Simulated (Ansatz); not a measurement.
## How well the gap of Bi2Se3 (Guanajuatite) can be computed

Wanted: the gap of Bi2Se3 (Guanajuatite) by functionals, hybrids and G0W0, carried to the basis limit, with what remains uncertain.

Main program and level: Ansatz 0.2.0; density functionals, hybrids, G0W0, plane waves, PAW.

This is a report of a sequence of runs, with most program output left out.

In doubt: masses and optical values from hybrid runs of this build are listed as unsure (step 10), which bears on the screening that GW takes from such a start.

## (1) The starting structure

The structure is orthorhombic, space group Pnma (No. 62). Conventional cell: a = 11.830 Å, b = 4.090 Å, c = 11.620 Å, α = 90.00°, β = 90.00°, γ = 90.00°. Nearest to Bi lie 7 Se at 2.79 to 3.53 Å. Nearest to Bi lie 7 Se at 2.72 to 3.47 Å. Nearest to Se lie 5 Bi at 2.79 to 3.47 Å. Se has 4 Bi at 2.84 to 3.53 Å nearest. Nearest to Se lie 5 Bi at 2.72 to 3.16 Å. Farther neighbours and most contacts between anions are not listed.

Geometry: measured cell, ions relaxed with r2SCAN. This is not the form that Bi2Se3 usually takes at ambient conditions. The runs that relaxed it are not among those shown. Spin-orbit coupling is left out unless a step names it. The default PAW set here is soft_2. Its files were made with PBE.

## (2) r2SCAN bands

The cheap functional maps the bands first; the places of the edges decide which points the dearer methods must see.

This step: DFT, r2SCAN, plane waves, PAW.

File input.yaml:

```yaml
crystal:
  lattice:
    - [11.83, 0.0, 0.0]
    - [0.0, 4.09, 0.0]
    - [0.0, 0.0, 11.62]
  atoms:
    - { symbol: Bi, position: [0.5142425949, 0.25, 0.1715036437] }
    - { symbol: Bi, position: [0.9857574051, 0.75, 0.6715036437] }
    - { symbol: Bi, position: [0.0142425949, 0.25, 0.3284963563] }
    - { symbol: Bi, position: [0.4857574051, 0.75, 0.8284963563] }
    - { symbol: Bi, position: [0.6557159474, 0.75, 0.4614282578] }
    - { symbol: Bi, position: [0.8442840526, 0.25, 0.9614282578] }
    - { symbol: Bi, position: [0.1557159474, 0.75, 0.0385717422] }
    - { symbol: Bi, position: [0.3442840526, 0.25, 0.5385717422] }
    - { symbol: Se, position: [0.6258073908, 0.75, 0.0535723304] }
    - { symbol: Se, position: [0.8741926092, 0.25, 0.5535723304] }
    - { symbol: Se, position: [0.1258073908, 0.75, 0.4464276696] }
    - { symbol: Se, position: [0.3741926092, 0.25, 0.9464276696] }
    - { symbol: Se, position: [0.716869522, 0.25, 0.30268878] }
    - { symbol: Se, position: [0.783130478, 0.75, 0.80268878] }
    - { symbol: Se, position: [0.216869522, 0.25, 0.19731122] }
    - { symbol: Se, position: [0.283130478, 0.75, 0.69731122] }
    - { symbol: Se, position: [0.4454920794, 0.75, 0.3672353527] }
    - { symbol: Se, position: [0.0545079206, 0.25, 0.8672353527] }
    - { symbol: Se, position: [0.9454920794, 0.75, 0.1327646473] }
    - { symbol: Se, position: [0.5545079206, 0.25, 0.6327646473] }
kpoints:
  mp_grid: { grid: [2, 6, 2] }
  band_path:
    path:
      - [[0.0, 0.0, 0.0], [0.5, 0.0, 0.0], [0.5, 0.5, 0.0], [0.0, 0.5, 0.0], [0.0, 0.0, 0.0], [0.0, 0.0, 0.5], [0.5, 0.0, 0.5], [0.5, 0.5, 0.5], [0.0, 0.5, 0.5], [0.0, 0.0, 0.5]]
      - [[0.5, 0.0, 0.0], [0.5, 0.0, 0.5]]
      - [[0.0, 0.5, 0.0], [0.0, 0.5, 0.5]]
      - [[0.5, 0.5, 0.0], [0.5, 0.5, 0.5]]
    npoints: 10
hamiltonian:
  xc: r2scan
scf:
  occupations: { method: fermi_dirac, width: 0.02 }
  n_extra_bands: 10
output:
  eigenvalues: true
```

The run is started by

```
$ ansatz run input.yaml --threads 16 --pin off --max-ram 82944MiB --backend cuda --events-out ev --progress --plain --runs-dir out --devices 1 --max-vram 78GiB
```

Run time: 7.2 s. Hardware: 1 × NVIDIA GB200 (shared by 2 runs) with 16 threads of Arm Neoverse V2, shared host; peak memory 1.9 GiB; 79 s of CPU time.

Numbers from this step:

```
filled bands         : 156
gap                  : 1.299 eV
valence top at       : k = (0.450, 0.000, 0.000)
conduction bottom at : k = (0.000, 0.000, 0.150)
least direct gap     : 1.312 eV
```

The gap is indirect, with the least direct gap 0.013 eV higher.

Electronic bands along the path, in eV, zero at the top of the highest nominally filled band:

| point | band 153 | band 154 | band 155 | band 156 | band 157 | band 158 | band 159 | band 160 |
| --- | --- | --- | --- | --- | --- | --- | --- | --- |
| Γ | -0.30 | -0.24 | -0.13 | -0.12 | 1.33 | 1.75 | 1.82 | 2.08 |
| halfway | -0.32 | -0.31 | -0.06 | -0.03 | 1.55 | 1.55 | 1.85 | 1.93 |
| X | -0.29 | -0.29 | 0.00 | 0.00 | 1.62 | 1.62 | 1.79 | 1.79 |
| halfway | -0.49 | -0.49 | -0.42 | -0.42 | 1.41 | 1.41 | 2.60 | 2.60 |
| S | -0.43 | -0.43 | -0.43 | -0.43 | 2.30 | 2.30 | 2.30 | 2.30 |
| halfway | -0.56 | -0.56 | -0.41 | -0.41 | 2.10 | 2.10 | 2.25 | 2.25 |
| Y | -0.61 | -0.61 | -0.40 | -0.40 | 2.04 | 2.04 | 2.28 | 2.28 |
| halfway | -0.48 | -0.47 | -0.44 | -0.17 | 1.46 | 1.90 | 2.22 | 2.46 |
| Γ | -0.30 | -0.24 | -0.13 | -0.12 | 1.33 | 1.75 | 1.82 | 2.08 |
| halfway | -0.50 | -0.31 | -0.20 | -0.01 | 1.32 | 1.65 | 2.08 | 2.22 |
| Z | -0.49 | -0.49 | -0.17 | -0.17 | 1.51 | 1.51 | 2.23 | 2.23 |
| halfway | -0.43 | -0.43 | -0.18 | -0.18 | 1.51 | 1.51 | 2.27 | 2.27 |
| U | -0.27 | -0.27 | -0.25 | -0.25 | 1.52 | 1.52 | 2.22 | 2.22 |
| halfway | -0.36 | -0.36 | -0.23 | -0.23 | 2.12 | 2.12 | 2.17 | 2.17 |
| R | -0.76 | -0.76 | -0.76 | -0.76 | 2.07 | 2.07 | 2.07 | 2.07 |
| halfway | -0.71 | -0.71 | -0.59 | -0.59 | 1.91 | 1.91 | 2.17 | 2.17 |
| T | -0.61 | -0.61 | -0.47 | -0.47 | 1.81 | 1.81 | 2.18 | 2.18 |
| halfway | -0.48 | -0.48 | -0.23 | -0.23 | 1.85 | 1.85 | 1.94 | 1.94 |
| Z | -0.49 | -0.49 | -0.17 | -0.17 | 1.51 | 1.51 | 2.23 | 2.23 |
| jump to X | -0.29 | -0.29 | 0.00 | 0.00 | 1.62 | 1.62 | 1.79 | 1.79 |
| halfway | -0.30 | -0.30 | -0.10 | -0.10 | 1.53 | 1.53 | 2.04 | 2.04 |
| U | -0.27 | -0.27 | -0.25 | -0.25 | 1.52 | 1.52 | 2.22 | 2.22 |
| jump to Y | -0.61 | -0.61 | -0.40 | -0.40 | 2.04 | 2.04 | 2.28 | 2.28 |
| halfway | -0.64 | -0.64 | -0.52 | -0.52 | 1.91 | 1.91 | 2.16 | 2.16 |
| T | -0.61 | -0.61 | -0.47 | -0.47 | 1.81 | 1.81 | 2.18 | 2.18 |
| jump to S | -0.43 | -0.43 | -0.43 | -0.43 | 2.30 | 2.30 | 2.30 | 2.30 |

## (3) r2SCAN+SOC

The many-body steps leave out spin-orbit coupling, so its effect is taken from a two-component run, with twice the bands.

This step: DFT, r2SCAN with spin-orbit coupling, plane waves, PAW.

input.yaml, as its differences from that of step 2:

```diff
@@ -30,7 +30,14 @@
     path:
-      - [[0.0, 0.0, 0.0], [0.5, 0.0, 0.0], [0.5, 0.5, 0.0], [0.0, 0.5, 0.0], [0.0, 0.0, 0.0], [0.0, 0.0, 0.5], [0.5, 0.0, 0.5], [0.5, 0.5, 0.5], [0.0, 0.5, 0.5], [0.0, 0.0, 0.5]]
-      - [[0.5, 0.0, 0.0], [0.5, 0.0, 0.5]]
-      - [[0.0, 0.5, 0.0], [0.0, 0.5, 0.5]]
-      - [[0.5, 0.5, 0.0], [0.5, 0.5, 0.5]]
-    npoints: 10
+      - [0.0, 0.0, 0.0]
+      - [0.5, 0.0, 0.0]
+      - [0.5, 0.5, 0.0]
+      - [0.0, 0.5, 0.0]
+      - [0.0, 0.0, 0.5]
+      - [0.5, 0.0, 0.5]
+      - [0.5, 0.5, 0.5]
+      - [0.0, 0.5, 0.5]
+      - [0.45, 0.0, 0.0]
+      - [0.0, 0.0, 0.15]
+      - [0.0, 0.0, 0.2]
+    npoints: 1
 hamiltonian:
@@ -39,3 +46,6 @@
   occupations: { method: fermi_dirac, width: 0.02 }
-  n_extra_bands: 10
+  n_extra_bands: 20
+magnetization:
+  noncollinear: true
+  spin_orbit: true
 output:
```

It took 7.7 s on 1 × NVIDIA GB200 (shared by 2 runs) with 16 threads; peak memory 3.9 GiB; 55 s of CPU time.

Numbers from this step:

```yaml
gap: 0.8122 eV
valence_top_at: k = (0.450, 0.000, 0.000)
conduction_bottom_at: k = (0.000, 0.000, 0.200)
least_direct_gap: 0.8181 eV
```

The gap stands −0.49 eV against r2SCAN.

## (4) HSE06

The screened hybrid is the usual rung above semilocal functionals: a quarter of exact exchange, cut off beyond a few ångström.

This step: DFT, HSE06, plane waves, PAW.

input.yaml, as its differences from that of step 3:

```diff
@@ -27,3 +27,3 @@
 kpoints:
-  mp_grid: { grid: [2, 6, 2] }
+  mp_grid: { grid: [2, 4, 2] }
   band_path:
@@ -43,9 +43,6 @@
 hamiltonian:
-  xc: r2scan
+  xc: hse06
 scf:
-  occupations: { method: fermi_dirac, width: 0.02 }
-  n_extra_bands: 20
-magnetization:
-  noncollinear: true
-  spin_orbit: true
+  occupations: { method: fixed }
+  n_extra_bands: 10
 output:
```

The job ended after 62 s (1 × NVIDIA GB200 (shared by 2 runs) with 16 threads; peak memory 4.4 GiB).

This step gave:

```yaml
gap: 1.543 eV
valence_top_at: k = (0.450, 0.000, 0.000)
conduction_bottom_at: k = (0.000, 0.000, 0.150)
least_direct_gap: 1.549 eV
```

The gap stands +0.24 eV against r2SCAN.

## (5) HSE06+SOC

This step: DFT, HSE06 with spin-orbit coupling, plane waves, PAW.

input.yaml, as its differences from that of step 4:

```diff
@@ -46,3 +46,6 @@
   occupations: { method: fixed }
-  n_extra_bands: 10
+  n_extra_bands: 20
+magnetization:
+  noncollinear: true
+  spin_orbit: true
 output:
```

Run time: 5.5 min. Hardware: 1 × NVIDIA GB200 (shared by 2 runs) with 16 threads; peak memory 14 GiB.

This step gave:

```
gap                  : 1.018 eV
valence top at       : k = (0.000, 0.000, 0.200)
conduction bottom at : k = (0.000, 0.000, 0.150)
least direct gap     : 1.018 eV
```

The gap stands −0.52 eV against HSE06, and the valence top moves to (0.000, 0.000, 0.200).

## (6) G0W0, 2×4×2 mesh, 747 empty bands, screening to 70 eV, hard PAW files

G0W0 replaces the xc potential by the self-energy, built once from these orbitals. Only a window of levels is corrected, while the sums run over the empty bands that the input names. This step takes hard PAW files.

This step: G0W0 on r2SCAN, plane waves, PAW.

input.yaml, as its differences from that of step 5:

```diff
@@ -28,25 +28,12 @@
   mp_grid: { grid: [2, 4, 2] }
-  band_path:
-    path:
-      - [0.0, 0.0, 0.0]
-      - [0.5, 0.0, 0.0]
-      - [0.5, 0.5, 0.0]
-      - [0.0, 0.5, 0.0]
-      - [0.0, 0.0, 0.5]
-      - [0.5, 0.0, 0.5]
-      - [0.5, 0.5, 0.5]
-      - [0.0, 0.5, 0.5]
-      - [0.45, 0.0, 0.0]
-      - [0.0, 0.0, 0.15]
-      - [0.0, 0.0, 0.2]
-    npoints: 1
 hamiltonian:
-  xc: hse06
+  xc: r2scan
+  pseudopotentials: { kind: paw, source: ansatz }
 scf:
   occupations: { method: fixed }
-  n_extra_bands: 20
-magnetization:
-  noncollinear: true
-  spin_orbit: true
-output:
-  eigenvalues: true
+gw:
+  n_empty_bands: 747
+  ecut_chi: 70.0
+  qp_bands: [v4, c4]
+  qp_kpoints: band_edges
+  screening: { model: contour_deformation }
```

Elapsed: 1.9 min, on 1 × NVIDIA GB200 (shared by 2 runs) with 16 threads; peak memory 19 GiB; 5.2 min of CPU time.

This step gave:

```yaml
bands_summed: 935
rpa_eps_infinity_on_this_mesh_eigenvalues: 11.03, 14.50, 15.81
plane_waves_in_the_screening_matrix: 747
g0w0_gap_on_the_mesh: 1.438 eV
k_of_the_valence_top: -0.5, 0, 0
k_of_the_conduction_bottom: 0, 0, 0
starting_gap_on_the_mesh: 1.338 eV
least_direct_g0w0_gap_on_the_computed_points: 1.548 eV
```

The gap on the mesh goes from 1.34 eV to 1.44 eV, a correction of +0.10 eV. Between the two edge states, bare exchange in place of the xc potential would open the gap by 4.33 eV, and correlation takes back 4.23 eV. The start differs from the 1.30 eV found before because this mesh misses an edge (the files differ too).

## (7) G0W0, 2×4×2 mesh, 1472 empty bands, screening to 110 eV, hard PAW files

Another rung: the empty bands reach about as high as the screening cutoff, so the two stay in balance.

input.yaml, as its differences from that of step 6:

```diff
@@ -34,4 +34,4 @@
 gw:
-  n_empty_bands: 747
-  ecut_chi: 70.0
+  n_empty_bands: 1472
+  ecut_chi: 110.0
   qp_bands: [v4, c4]
```

Run time: 3.2 min. Hardware: 1 × NVIDIA GB200 (shared by 2 runs) with 16 threads; peak memory 25 GiB.

Numbers from this step:

| Item | Value |
| --- | --- |
| bands summed | 1660 |
| RPA ε∞ on this mesh (eigenvalues) | 11.02, 14.45, 15.75 |
| plane waves in the screening matrix | 1517 |
| G0W0 gap on the mesh | 1.475 eV |
| k of the valence top | -0.5, 0, 0 |
| k of the conduction bottom | 0, 0, 0 |
| starting gap on the mesh | 1.338 eV |
| least direct G0W0 gap on the computed points | 1.583 eV |

Against the run with 2×4×2 mesh, 747 empty bands, screening to 70 eV, hard PAW files, the gap moves by +0.04 eV.

## (8) G0W0, 2×4×2 mesh, 2829 empty bands, screening to 170 eV, hard PAW files

input.yaml, as its differences from that of step 7:

```diff
@@ -34,4 +34,4 @@
 gw:
-  n_empty_bands: 1472
-  ecut_chi: 110.0
+  n_empty_bands: 2829
+  ecut_chi: 170.0
   qp_bands: [v4, c4]
```

Elapsed: 12 min, on 1 × NVIDIA GB200 (shared by 2 runs) with 16 threads; peak memory 36 GiB.

This step gave:

| Item | Value |
| --- | --- |
| bands summed | 3017 |
| RPA ε∞ on this mesh (eigenvalues) | 11.01, 14.44, 15.75 |
| plane waves in the screening matrix | 2813 |
| q-points in the mesh | 16 |
| G0W0 gap on the mesh | 1.510 eV |
| k of the valence top | -0.5, 0, 0 |
| k of the conduction bottom | 0, 0, 0 |
| starting gap on the mesh | 1.338 eV |
| Z at the valence top | 0.7511 |
| Z at the conduction bottom | 0.7831 |
| least direct G0W0 gap on the computed points | 1.617 eV |

Against the run with 2×4×2 mesh, 1472 empty bands, screening to 110 eV, hard PAW files, the gap moves by +0.04 eV.

Limits: finite bands, cutoff and mesh; no spin-orbit coupling; coarse k mesh. v1 is the top filled band, c1 the lowest empty one. The levels before and after the correction (eV, zero at the valence-band top of each column):

|  | conduction bottom | valence top |
| --- | --- | --- |
| Kohn-Sham | 1.34 | 0.00 |
| G0W0 | 1.51 | 0.00 |

|  | level | occupation | energy (eV) |
| --- | --- | --- | --- |
| Kohn-Sham | Γ v3 | 2 | -0.242 |
| Kohn-Sham | Γ v2 | 2 | -0.127 |
| Kohn-Sham | Γ v1 | 2 | -0.117 |
| Kohn-Sham | Γ c1 | 0 | 1.338 |
| Kohn-Sham | Γ c2 | 0 | 1.760 |
| Kohn-Sham | Γ c3 | 0 | 1.828 |
| Kohn-Sham | (-0.5 0 0) v3 | 2 | -0.291 |
| Kohn-Sham | (-0.5 0 0) v2-v1 | 2 | 0.000 |
| Kohn-Sham | (-0.5 0 0) c1-c2 | 0 | 1.630 |
| Kohn-Sham | (-0.5 0 0) c3 | 0 | 1.801 |
| G0W0 | Γ v3 | 2 | -0.239 |
| G0W0 | Γ v2 | 2 | -0.125 |
| G0W0 | Γ v1 | 2 | -0.107 |
| G0W0 | Γ c1 | 0 | 1.510 |
| G0W0 | Γ c2 | 0 | 1.977 |
| G0W0 | Γ c3 | 0 | 2.051 |
| G0W0 | (-0.5 0 0) v3 | 2 | -0.294 |
| G0W0 | (-0.5 0 0) v2-v1 | 2 | 0.000 |
| G0W0 | (-0.5 0 0) c1-c2 | 0 | 1.844 |
| G0W0 | (-0.5 0 0) c3 | 0 | 2.021 |

How the two edges are built up, in eV (the quasiparticle level is the starting level plus Σx plus Σc less Vxc):

| run | edge | start | Σx | Σc | Vxc | Z | QP |
| --- | --- | --- | --- | --- | --- | --- | --- |
| 935 bands | valence top | 9.64 | -16.88 | 1.54 | -15.44 | 0.75 | 9.74 |
| 935 bands | conduction bottom | 10.98 | -10.30 | -2.69 | -13.19 | 0.78 | 11.17 |
| 1660 bands | valence top | 9.64 | -16.88 | 1.30 | -15.44 | 0.75 | 9.50 |
| 1660 bands | conduction bottom | 10.98 | -10.30 | -2.89 | -13.19 | 0.78 | 10.97 |
| 3017 bands | valence top | 9.64 | -16.88 | 1.13 | -15.44 | 0.75 | 9.33 |
| 3017 bands | conduction bottom | 10.98 | -10.30 | -3.02 | -13.19 | 0.78 | 10.84 |

## (9) G0W0@r2SCAN, 2×6×2 mesh, 747 empty bands, screening to 70 eV, hard PAW files

Only the mesh changes. It samples the long-range screening, which converges on its own terms. Bands and cutoff differ from the step before, so it is read against an earlier run that matches them.

input.yaml, as its differences from that of step 8:

```diff
@@ -27,3 +27,3 @@
 kpoints:
-  mp_grid: { grid: [2, 4, 2] }
+  mp_grid: { grid: [2, 6, 2] }
 hamiltonian:
@@ -34,4 +34,4 @@
 gw:
-  n_empty_bands: 2829
-  ecut_chi: 170.0
+  n_empty_bands: 747
+  ecut_chi: 70.0
   qp_bands: [v4, c4]
```

Elapsed: 2.7 min, on 1 × NVIDIA GB200 (shared by 2 runs) with 16 threads; peak memory 24 GiB.

Numbers from this step:

| Quantity | Value |
| --- | --- |
| bands summed | 935 |
| RPA ε∞ on this mesh (eigenvalues) | 11.08, 14.74, 16.31 |
| plane waves in the screening matrix | 747 |
| G0W0 gap on the mesh | 1.436 eV |
| k of the valence top | -0.5, 0, 0 |
| k of the conduction bottom | 0, 0, 0 |
| starting gap on the mesh | 1.338 eV |
| least direct G0W0 gap on the computed points | 1.547 eV |

Against the run with 2×4×2 mesh, 747 empty bands, screening to 70 eV, hard PAW files, the gap moves by −0.001 eV.

## (10) G0W0@HSE06, 2×4×2 mesh, 1472 empty bands, screening to 110 eV, hard PAW files

The same correction from a different start measures what one shot leaves open. Bands and cutoff differ from the step before, so it is read against an earlier run that matches them.

This step: G0W0 on HSE06, plane waves, PAW.

input.yaml, as its differences from that of step 9:

```diff
@@ -27,5 +27,5 @@
 kpoints:
-  mp_grid: { grid: [2, 6, 2] }
+  mp_grid: { grid: [2, 4, 2] }
 hamiltonian:
-  xc: r2scan
+  xc: hse06
   pseudopotentials: { kind: paw, source: ansatz }
@@ -34,4 +34,4 @@
 gw:
-  n_empty_bands: 747
-  ecut_chi: 70.0
+  n_empty_bands: 1472
+  ecut_chi: 110.0
   qp_bands: [v4, c4]
```

It took 11 min on 1 × NVIDIA GB200 (shared by 2 runs) with 16 threads; peak memory 15 GiB.

This step gave:

```yaml
bands_summed: 1660
rpa_eps_infinity_on_this_mesh_eigenvalues: 9.882, 12.70, 13.76
plane_waves_in_the_screening_matrix: 1517
g0w0_gap_on_the_mesh: 1.576 eV
k_of_the_valence_top: -0.5, 0, 0
k_of_the_conduction_bottom: 0, 0, 0
starting_gap_on_the_mesh: 1.585 eV
least_direct_g0w0_gap_on_the_computed_points: 1.688 eV
```

Against the run with 2×4×2 mesh, 1472 empty bands, screening to 110 eV, hard PAW files on r2SCAN, the gap moves by +0.10 eV, while the start moved by +0.25 eV.

## (11) The ladder

Times are wall times on 1 × NVIDIA GB200 (shared by 2 runs) with 16 threads of Arm Neoverse V2, shared host, good to a factor of about two. G0W0 rows are gaps on the mesh, lowered by the amount that the mesh misses the start's edges, a rough step that assumes the same correction there.

| level | gap (eV) | least direct gap (eV) | time |
| --- | --- | --- | --- |
| r2SCAN | 1.30 | 1.31 | 7.2 s |
| r2SCAN+SOC | 0.81 | 0.82 | 7.7 s |
| HSE06 | 1.54 | 1.55 | 62 s |
| HSE06+SOC | 1.02 | 1.02 | 5.5 min |
| G0W0@r2SCAN (747 empty bands, hard PAW) | 1.40 | - | 1.9 min |
| G0W0@r2SCAN (1472 empty bands, hard PAW) | 1.44 | - | 3.2 min |
| G0W0@r2SCAN (2829 empty bands, hard PAW) | 1.47 | - | 12 min |
| G0W0@r2SCAN (747 empty bands, 2×6×2, hard PAW) | 1.40 | - | 2.7 min |
| G0W0@HSE06 (1472 empty bands, hard PAW) | 1.53 | - | 11 min |

## (12) Adding up the best estimate

| term | eV | running total (eV) |
| --- | --- | --- |
| G0W0 on the mesh, top rung | 1.510 | 1.510 |
| to the limit, by a line in one over the bands through the two top rungs | +0.043 | 1.553 |
| band edges off the mesh (read on other files, so rough) | −0.039 | 1.514 |
| shift on 2×6×2 less that on 2×4×2 | −0.001 | 1.514 |
| spin-orbit change, from r2SCAN | −0.487 | 1.026 |

Changes that are not added in, each against a run with equal bands and cutoff:

| change | eV |
| --- | --- |
| start HSE06 | +0.10 |

## (13) Summary of results

| Quantity | Value |
| --- | --- |
| r2SCAN gap | 1.30 eV, indirect (only 13 meV under the direct gap) |
| HSE06 | 1.54 eV |
| G0W0, top rung on the mesh | 1.51 eV |
| best estimate, G0W0@r2SCAN with spin-orbit change | 1.03 eV |
| GW settings of the top rung | 2×4×2 mesh, 2829 empty bands, screening to 170 eV, hard PAW files |
| known limits | one-shot GW, static lattice; coarse k mesh |

The best estimate for G0W0@r2SCAN is 1.03 eV, indirect (only 6 meV under the direct gap) by r2SCAN+SOC, against 0.81 eV at the start (both with spin-orbit coupling). The pair of rungs below gives a limit −0.03 eV away. The term for edges off the mesh assumes that the correction there equals that on the mesh, which is rough. Of the changes left open the largest, +0.10 eV, comes from starting at HSE06. Among the functionals HSE06 comes nearest: +0.03 eV from the estimate without its spin-orbit term (1.51 eV). All runs took 38 min, 82 % of it in G0W0. The 2×4×2 mesh is coarse for this cell (its supercell is 16 Å along the shortest edge). The RPA ε∞ on it, from the r2SCAN start, is 11.01, 14.44 and 15.75; such meshes misread the long-range screening, most where the gap is narrow.

[Paths, hosts, dates, memory and timing lines, banners, echoed tables and standing remarks are left out of the program output.]

[Logs are printed without paths, hosts, clocks, repeated set-up lines and the standing remarks that a program may print on its own settings, such as how far it seeks lower states.]

[Runs of the session that timed out or met a known fault of the program may be left out.]

[Cells called generated may have been cut or substituted from an entry of the Crystallography Open Database or the Materials Project.]

[Hosts, paths, dates, database ids (printed as entryN), source tags and the programs' standing remarks are cut or masked in the printed files.]
